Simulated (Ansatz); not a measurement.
# Work function of Au(110): what the settings cost and change, part 2 of 2

How thick a slab and how much vacuum does the work function of Au(110) need?

Ansatz 0.2.0; plane-wave DFT, PBE, Ansatz PAW.

So far, work function, upper face (eV): step 2 (slab, setting 1 layer) 6.28; step 4 (run, 3 atoms) 5.12; step 5 (slab, 4 atoms) 4.98; step 6 (run, 5 atoms) 4.96; step 7 (slab, 6 atoms) 4.98.

### 8. Slab, 8 atoms

System of this step: Au(110). The cell holds 8 atoms: 8 Au. Cell: a = 4.080 Å, b = 2.885 Å, c = 28.097 Å, α = 90.0°, β = 90.0°, γ = 90.0°. Vacuum lies along c.

input.yaml

```yaml
crystal:
  lattice:
    - [4.08, 0.0, 0.0]
    - [0.0, 2.8849956672, 0.0]
    - [0.0, 0.0, 28.0974848353]
  atoms:
    - { symbol: Au, position: [0.5, 0.5, 0.320313368] }
    - { symbol: Au, position: [0.0, 0.0, 0.3716524057] }
    - { symbol: Au, position: [0.5, 0.5, 0.4229914434] }
    - { symbol: Au, position: [0.0, 0.0, 0.4743304811] }
    - { symbol: Au, position: [0.5, 0.5, 0.5256695189] }
    - { symbol: Au, position: [0.0, 0.0, 0.5770085566] }
    - { symbol: Au, position: [0.5, 0.5, 0.6283475943] }
    - { symbol: Au, position: [0.0, 0.0, 0.679686632] }
kpoints:
  mp_grid: { grid: [10, 14, 1] }
hamiltonian:
  xc: pbe
scf:
  occupations: { method: fermi_dirac, width: 0.1 }
  convergence: { dr2_threshold: 1.0e-09 }
efield:
  axis: 3
  dipole_correction: true
  ramp_position: 0.97
  ramp_width: 0.06
output:
  write_potential: true
  write_density: true
  volumetric_format: npy
```

On the command line:

```
ansatz run input.yaml --threads 2 --pin off --max-ram 3072MiB --backend cpu --events-out ev --progress --plain --runs-dir out
```

Output:

```text
[...]
Crystal: 8 atoms, lattice volume = 330.729 Å³
Basis set: ecut = 420 eV, 6481 PW (Γ)
Bands: 92, of which v1, the nominal top of the filled ones, is band 76 counted from 1 (75 counted from 0)
Symmetry: 4 space group operations
k-points: 48 of 140
[...]
k-point 0: bands = [... 72 lower, 3.6483, 3.8464, 3.9336, 3.9497, 5.0975, 6.7424, 7.4072, 8.5668, ... 12 higher]
  k-point 1: bands = [... 72 lower, 3.5830, 3.7800, 3.9225, 3.9661, 5.1692, 6.8543, 7.7839, 8.6928, ... 12 higher]
  k-point 2: bands = [... 72 lower, 3.5184, 3.8180, 3.9411, 4.0453, 5.3806, 7.1703, 8.7072, 9.0399, ... 12 higher]
  k-point 47: bands = [... 72 lower, 5.4994, 5.4994, 7.2154, 7.2154, 8.6634, 8.6634, 8.8089, 8.8089, ... 12 higher]
[key lines of the parts left out:]
SCF converged after 9 iterations
Free energy (F): -105193.139829 eV
Fermi energy:    5.532354 eV
Dipole field:    D = -0.000001 V/Å  (p = -0.000001 e·Å, saw-weighted, corrected)
Work function:   Φ+ = 4.9854 eV   Φ− = 4.9854 eV
```

Wall time 1.8 min (2 threads of Intel Xeon 6975P-C (Granite Rapids), shared host); peak memory 1.6 GiB; 3.5 min of CPU time.

The work function is 4.985 eV, +0.010 eV from the run “6 layers”, at 1.5 times its CPU time.

### 9. Slab, 10 atoms

System of this step: Au(110). The cell holds 10 atoms: 10 Au. Cell: a = 4.080 Å, b = 2.885 Å, c = 30.982 Å, α = 90.0°, β = 90.0°, γ = 90.0°. Vacuum lies along c.

input.yaml, the sections that differ from step 8:

```yaml
crystal:
  lattice:
    - [4.08, 0.0, 0.0]
    - [0.0, 2.8849956672, 0.0]
    - [0.0, 0.0, 30.9824805026]
  atoms:
    - { symbol: Au, position: [0.5, 0.5, 0.2904867478] }
    - { symbol: Au, position: [0.0, 0.0, 0.3370452483] }
    - { symbol: Au, position: [0.5, 0.5, 0.3836037488] }
    - { symbol: Au, position: [0.0, 0.0, 0.4301622493] }
    - { symbol: Au, position: [0.5, 0.5, 0.4767207498] }
    - { symbol: Au, position: [0.0, 0.0, 0.5232792502] }
    - { symbol: Au, position: [0.5, 0.5, 0.5698377507] }
    - { symbol: Au, position: [0.0, 0.0, 0.6163962512] }
    - { symbol: Au, position: [0.5, 0.5, 0.6629547517] }
    - { symbol: Au, position: [0.0, 0.0, 0.7095132522] }
# kpoints, hamiltonian, scf, efield, output: as in step 8
```

Output:

```text
[...]
Crystal: 10 atoms, lattice volume = 364.688 Å³
Basis set: ecut = 420 eV, 7127 PW (Γ)
Bands: 114, of which v1, the nominal top of the filled ones, is band 95 counted from 1 (94 counted from 0)
Symmetry: 4 space group operations
k-points: 48 of 140
[...]
k-point 0: bands = [... 91 lower, 5.1108, 5.2979, 5.3529, 5.5189, 6.5388, 7.8753, 8.5848, 9.3865, ... 15 higher]
  k-point 1: bands = [... 91 lower, 5.1381, 5.1800, 5.3459, 5.5496, 6.6043, 7.9792, 8.9865, 9.5131, ... 15 higher]
  k-point 2: bands = [... 91 lower, 5.0973, 5.3068, 5.3204, 5.6310, 6.7980, 8.2746, 9.8640, 9.9493, ... 15 higher]
  k-point 47: bands = [... 91 lower, 6.6921, 8.0444, 8.0444, 9.5781, 9.5781, 10.0439, 10.0439, 10.1115, ... 15 higher]
[key lines of the parts left out:]
SCF converged after 10 iterations
Free energy (F): -131491.763061 eV
Fermi energy:    6.942267 eV
Dipole field:    D = -0.000000 V/Å  (p = -0.000000 e·Å, saw-weighted, corrected)
Work function:   Φ+ = 4.9955 eV   Φ− = 4.9955 eV
```

It took 2.6 min on 2 threads; peak memory 2.1 GiB.

The work function is 4.996 eV, +0.010 eV from the run “8 layers”, at 1.5 times its CPU time.

### 10. Run, 13 atoms

System of this step: Au(110). The cell holds 13 atoms: 13 Au. Cell: a = 4.080 Å, b = 2.885 Å, c = 35.310 Å, α = 90.0°, β = 90.0°, γ = 90.0°. Vacuum lies along c.

input.yaml, the sections that differ from step 9:

```yaml
crystal:
  lattice:
    - [4.08, 0.0, 0.0]
    - [0.0, 2.8849956672, 0.0]
    - [0.0, 0.0, 35.3099740034]
  atoms:
    - { symbol: Au, position: [0.0, 0.0, 0.2548854893] }
    - { symbol: Au, position: [0.5, 0.5, 0.2957379077] }
    - { symbol: Au, position: [0.0, 0.0, 0.3365903262] }
    - { symbol: Au, position: [0.5, 0.5, 0.3774427446] }
    - { symbol: Au, position: [0.0, 0.0, 0.4182951631] }
    - { symbol: Au, position: [0.5, 0.5, 0.4591475815] }
    - { symbol: Au, position: [0.0, 0.0, 0.5] }
    - { symbol: Au, position: [0.5, 0.5, 0.5408524185] }
    - { symbol: Au, position: [0.0, 0.0, 0.5817048369] }
    - { symbol: Au, position: [0.5, 0.5, 0.6225572554] }
    - { symbol: Au, position: [0.0, 0.0, 0.6634096738] }
    - { symbol: Au, position: [0.5, 0.5, 0.7042620923] }
    - { symbol: Au, position: [0.0, 0.0, 0.7451145107] }
# kpoints, hamiltonian, scf, efield, output: as in step 9
```

Output:

```text
[...]
Crystal: 13 atoms, lattice volume = 415.626 Å³
Basis set: ecut = 420 eV, 8135 PW (Γ)
Bands: 149, of which v1, the nominal top of the filled ones, is band 124 counted from 1 (123 counted from 0)
Symmetry: 4 space group operations
k-points: 48 of 140
[...]
k-point 1: bands = [... 120 lower, 6.9651, 7.0466, 7.0760, 7.8647, 8.8348, 9.9961, 10.5088, 11.2173, ... 21 higher]
  k-point 2: bands = [... 120 lower, 6.9840, 7.0417, 7.1248, 7.9922, 9.0596, 10.3011, 11.5122, 11.5724, ... 21 higher]
  k-point 47: bands = [... 120 lower, 9.2439, 10.3011, 10.4259, 11.5107, 11.6881, 11.7311, 11.7388, 11.7395, ... 21 higher]
[key lines of the parts left out:]
SCF converged after 9 iterations
Free energy (F): -170939.678111 eV
Fermi energy:    8.681495 eV
Dipole field:    D = 0.000000 V/Å  (p = 0.000000 e·Å, saw-weighted, corrected)
Work function:   Φ+ = 4.9320 eV   Φ− = 4.9320 eV
```

It took 4.4 min on 2 threads; peak memory 3 GiB.

The work function is 4.932 eV, -0.064 eV from the run “10 layers”, at 1.7 times its CPU time.

### 11. Slab, 7 atoms

System of this step: Au(110). The cell holds 7 atoms: 7 Au. Cell: a = 4.080 Å, b = 2.885 Å, c = 18.655 Å, α = 90.0°, β = 90.0°, γ = 90.0°. Vacuum lies along c.

input.yaml, the sections that differ from step 10:

```yaml
crystal:
  lattice:
    - [4.08, 0.0, 0.0]
    - [0.0, 2.8849956672, 0.0]
    - [0.0, 0.0, 18.6549870017]
  atoms:
    - { symbol: Au, position: [0.0, 0.0, 0.268024845] }
    - { symbol: Au, position: [0.5, 0.5, 0.3453498967] }
    - { symbol: Au, position: [0.0, 0.0, 0.4226749483] }
    - { symbol: Au, position: [0.5, 0.5, 0.5] }
    - { symbol: Au, position: [0.0, 0.0, 0.5773250517] }
    - { symbol: Au, position: [0.5, 0.5, 0.6546501033] }
    - { symbol: Au, position: [0.0, 0.0, 0.731975155] }
# kpoints, hamiltonian, scf, efield, output: as in step 10
```

Output:

```text
[...]
Crystal: 7 atoms, lattice volume = 219.584 Å³
Basis set: ecut = 420 eV, 4287 PW (Γ)
Bands: 80, of which v1, the nominal top of the filled ones, is band 67 counted from 1 (66 counted from 0)
Symmetry: 4 space group operations
k-points: 48 of 140
[...]
k-point 1: bands = [... 63 lower, 6.8370, 7.1375, 7.2480, 7.7808, 9.3780, 11.2772, 11.4467, 13.0459, ... 9 higher]
  k-point 2: bands = [... 63 lower, 6.8496, 7.0952, 7.2943, 7.9233, 9.6665, 11.7920, 12.1747, 13.3429, ... 9 higher]
  k-point 47: bands = [... 63 lower, 8.9374, 9.0554, 10.8502, 11.0903, 12.0293, 12.0444, 12.1907, 12.3057, ... 9 higher]
[key lines of the parts left out:]
SCF converged after 9 iterations
Free energy (F): -92043.854086 eV
Fermi energy:    8.897261 eV
Dipole field:    D = -0.000000 V/Å  (p = -0.000000 e·Å, saw-weighted, corrected)
Work function:   Φ+ = 4.9399 eV   Φ− = 4.9404 eV
```

Elapsed: 50 s, on 2 threads; peak memory 1.1 GiB.

The work function is 4.940 eV.

For the work function, upper face, step 2 gave 6.28 eV; this run, with 7 atoms, gives 4.94 eV (-21 %).

### 12. Run, 7 atoms

The cell differs from the one that the last finished run ended in (c 18.655 → 22.655 Å).

input.yaml, the sections that differ from step 11:

```yaml
crystal:
  lattice:
    - [4.08, 0.0, 0.0]
    - [0.0, 2.8849956672, 0.0]
    - [0.0, 0.0, 22.6549870017]
  atoms:
    - { symbol: Au, position: [0.0, 0.0, 0.3089827418] }
    - { symbol: Au, position: [0.5, 0.5, 0.3726551612] }
    - { symbol: Au, position: [0.0, 0.0, 0.4363275806] }
    - { symbol: Au, position: [0.5, 0.5, 0.5] }
    - { symbol: Au, position: [0.0, 0.0, 0.5636724194] }
    - { symbol: Au, position: [0.5, 0.5, 0.6273448388] }
    - { symbol: Au, position: [0.0, 0.0, 0.6910172582] }
# kpoints, hamiltonian, scf, efield, output: as in step 11
```

Output:

```text
[...]
Crystal: 7 atoms, lattice volume = 266.667 Å³
Basis set: ecut = 420 eV, 5219 PW (Γ)
Bands: 80, of which v1, the nominal top of the filled ones, is band 67 counted from 1 (66 counted from 0)
Symmetry: 4 space group operations
k-points: 48 of 140
[...]
k-point 0: bands = [... 63 lower, 4.5107, 4.7109, 4.8549, 5.2864, 6.8348, 8.4714, 8.8642, 10.5753, ... 9 higher]
  k-point 1: bands = [... 63 lower, 4.3925, 4.6931, 4.8035, 5.3360, 6.9356, 8.8327, 8.9880, 10.6968, ... 9 higher]
  k-point 2: bands = [... 63 lower, 4.4053, 4.6507, 4.8499, 5.4785, 7.2242, 9.3320, 9.7302, 10.9881, ... 9 higher]
  k-point 47: bands = [... 63 lower, 6.4930, 6.6110, 8.4058, 8.6458, 9.5848, 9.5999, 9.7462, 9.8612, ... 9 higher]
[key lines of the parts left out:]
SCF converged after 9 iterations
Free energy (F): -92043.854355 eV
Fermi energy:    6.452794 eV
Dipole field:    D = 0.000000 V/Å  (p = 0.000000 e·Å, saw-weighted, corrected)
Work function:   Φ+ = 4.9439 eV   Φ− = 4.9439 eV
```

The job ended after 63 s (2 threads; peak memory 1.2 GiB).

The work function is 4.944 eV, +0.004 eV from the run “7 layers, 10 Å of vacuum”, at 1.3 times its CPU time.

### 13. Run, 7 atoms (run 2)

The cell differs from the one that the last finished run ended in (c 22.655 → 34.655 Å).

input.yaml, the sections that differ from step 12:

```yaml
crystal:
  lattice:
    - [4.08, 0.0, 0.0]
    - [0.0, 2.8849956672, 0.0]
    - [0.0, 0.0, 34.6549870017]
  atoms:
    - { symbol: Au, position: [0.0, 0.0, 0.3751263851] }
    - { symbol: Au, position: [0.5, 0.5, 0.4167509234] }
    - { symbol: Au, position: [0.0, 0.0, 0.4583754617] }
    - { symbol: Au, position: [0.5, 0.5, 0.5] }
    - { symbol: Au, position: [0.0, 0.0, 0.5416245383] }
    - { symbol: Au, position: [0.5, 0.5, 0.5832490766] }
    - { symbol: Au, position: [0.0, 0.0, 0.6248736149] }
# kpoints, hamiltonian, scf, efield, output: as in step 12
```

Output:

```text
[...]
Crystal: 7 atoms, lattice volume = 407.916 Å³
Basis set: ecut = 420 eV, 7995 PW (Γ)
Bands: 80, of which v1, the nominal top of the filled ones, is band 67 counted from 1 (66 counted from 0)
Symmetry: 4 space group operations
k-points: 48 of 140
[...]
k-point 0: bands = [... 63 lower, 0.5644, 0.7646, 0.9085, 1.3401, 2.8885, 4.5251, 4.9174, 6.6290, ... 9 higher]
  k-point 1: bands = [... 63 lower, 0.4462, 0.7468, 0.8572, 1.3897, 2.9894, 4.8864, 5.0412, 6.7795, ... 9 higher]
  k-point 2: bands = [... 63 lower, 0.4589, 0.7044, 0.9035, 1.5322, 3.2780, 5.3852, 5.7839, 7.0689, ... 9 higher]
  k-point 47: bands = [... 63 lower, 2.5467, 2.6647, 4.4595, 4.6995, 5.6385, 5.6536, 5.7999, 5.9149, ... 9 higher]
[key lines of the parts left out:]
SCF converged after 9 iterations
Free energy (F): -92043.854260 eV
Fermi energy:    2.506471 eV
Dipole field:    D = 0.000000 V/Å  (p = 0.000000 e·Å, saw-weighted, corrected)
Work function:   Φ+ = 4.9439 eV   Φ− = 4.9439 eV
```

Wall time 97 s (2 threads); peak memory 1.8 GiB.

The work function is 4.944 eV, -0.000 eV from the run “7 layers, 14 Å of vacuum”, at 1.5 times its CPU time.

### 14. Side by side

Times are for 2 threads of Intel Xeon 6975P-C (Granite Rapids), shared host. Results by setting:

| no. | setting | work function, upper face (eV) | time | memory (GiB) |
| --- | --- | --- | --- | --- |
| 1 | 1 layer | 6.278 | 9.5 s | 0.56 |
| 2 | 2 layers | 5.030 | 18 s | 0.61 |
| 3 | 3 layers | 5.121 | 27 s | 0.7 |
| 4 | 4 layers | 4.979 | 40 s | 0.84 |
| 5 | 5 layers | 4.965 | 55 s | 1.0 |
| 6 | 6 layers | 4.975 | 72 s | 1.2 |
| 7 | 8 layers | 4.985 | 1.8 min | 1.6 |
| 8 | 10 layers | 4.996 | 2.6 min | 2.1 |
| 9 | 13 layers | 4.932 | 4.4 min | 3.0 |
| 10 | 7 layers, 10 Å of vacuum | 4.940 | 50 s | 1.1 |
| 11 | 7 layers, 14 Å of vacuum | 4.944 | 63 s | 1.2 |
| 12 | 7 layers, 26 Å of vacuum | 4.944 | 97 s | 1.8 |

### 15. A changed input

System of this step: Au(110) monolayer. The cell holds 1 atom: 1 Au. Cell: a = 4.080 Å, b = 2.885 Å, c = 18.000 Å, α = 90.0°, β = 90.0°, γ = 90.0°. Vacuum lies along c.

An input spoilt on purpose, to show how the run answers: it repeats the earlier run “1 layer” with kpoints.mp_grid.kspacing to 0.3, and scf.max_iter set to 75; its output block differs too.

input.yaml, the sections that differ from step 13:

```yaml
crystal:
  lattice:
    - [4.08, 0.0, 0.0]
    - [0.0, 2.8849956672, 0.0]
    - [0.0, 0.0, 18.0]
  atoms:
    - { symbol: Au, position: [0.5, 0.5, 0.5] }
kpoints:
  mp_grid: { grid: [10, 14, 1], kspacing: 0.3 }
scf:
  occupations: { method: fermi_dirac, width: 0.1 }
  convergence: { dr2_threshold: 1.0e-09 }
  max_iter: 75
# hamiltonian, efield, output: as in step 13
```

Output:

```text
Error: invalid value for `kpoints.mp_grid.kspacing`: mutually exclusive with `grid` — set one or the other
```

The job ended after 0.06 s (2 threads; peak memory 0.09 GiB).

The input was rejected at the start.

The program's message: “Error: invalid value for `kpoints.mp_grid.kspacing`: mutually exclusive with `grid` — set one or the other”

The fault put into the input: a mesh and a spacing both set.

### 16. Outcome

```json
{
 "work function, 1 layer": "6.278 eV",
 "work function, 6 layers": "4.975 eV",
 "work function, 13 layers": "4.932 eV"
}
```

What this shows: The thickest slab gives 4.93 eV, and the settings tried spread the value from 4.93 to 6.28 eV. The 13- and 10-layer slabs differ by 0.05 eV or more, so the series is not shown to have settled. Going from 10 to 26 Å of vacuum moves it by 0.004 eV. A compiled measured value is 5.16 eV (arxiv:1902.07811, 2019), but the real face reconstructs and these slabs don't, so it is no test of the method. The ladder's slabs use the tabulated experimental lattice constant (two decimals; a low-temperature value for the alkali metals). In 1 run of the series (7 layers, 10 Å of vacuum) the program warns that electrons reach the sawtooth's ramp, which makes dipole and work function less sure.

[Long decimals in the printed logs are rounded to 6 places.]

[Logs are printed without paths, hosts, clocks, repeated set-up lines and the standing remarks that a program may print on its own settings, such as how far it seeks lower states.]

[Hosts, paths, dates, database ids (printed as entryN), source tags and the programs' standing remarks are cut or masked in the printed files.]

[Maps of the electrostatic potential energy from Ansatz leave out the sawtooth potential of an applied field or a dipole correction, so their vacuum need not be flat; planar profiles and work functions include it.]
